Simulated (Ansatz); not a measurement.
# Work function of fcc Rh face by face (PBEsol, PAW set soft_1)

Does the work function of Rh follow how densely a face is packed?

All values are computed: Ansatz 0.2.0, PBEsol, plane waves, PAW set soft_1, scalar-relativistic unless marked; slabs or sheets with vacuum, the vacuum level from the planar mean of the electrostatic potential.

| face | atoms in the slab | top-layer atoms per Å² | work function (eV) |
| --- | --- | --- | --- |
| (100) | 6 | 0.139 | 5.22 |
| (111) | 6 | 0.160 | 5.27 |

The densest face listed is +0.05 eV against the most open one. The difference is within the scatter of thin slabs and meshes, so no order can be read.

The slabs are 1×1 cuts on the parent's lattice, 9.3 to 10.8 Å between the outer relaxed layers. Two faces can't establish a trend.
